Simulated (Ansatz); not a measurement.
# Reading EPR parameters

A crystal has the composition K2MO2, where M is a 3d element. A calculation (PBE+U, spin-orbit coupling in second variation, Ansatz) gives:

```
S                            : 1
g                            : ⊥ 2.1807, ∥ 2.0107
D, with anisotropic exchange : +23.2 cm⁻¹ (+697 GHz)
moment in its sphere         : 1.32 μB
```

Q: Name the magnetic ion and its oxidation state.

The crystal is K2NiO2, space group I4/mmm. The spin sits on Ni, with 2 O at 1.69 Å round it. With the usual charges of the other elements M must be +2. High-spin ions of that charge with S = 1 are d8 and d2, Ni and Ti; the sign of the g shift picks Ni²⁺ d⁸. Low-spin ions are left aside. The shift is positive: in a shell more than half full the orbital moment adds to the spin.

[Logs are printed without paths, hosts, clocks, repeated set-up lines and the standing remarks that a program may print on its own settings, such as how far it seeks lower states.]

[Hosts, paths, dates, database ids (printed as entryN), source tags and the programs' standing remarks are cut or masked in the printed files.]
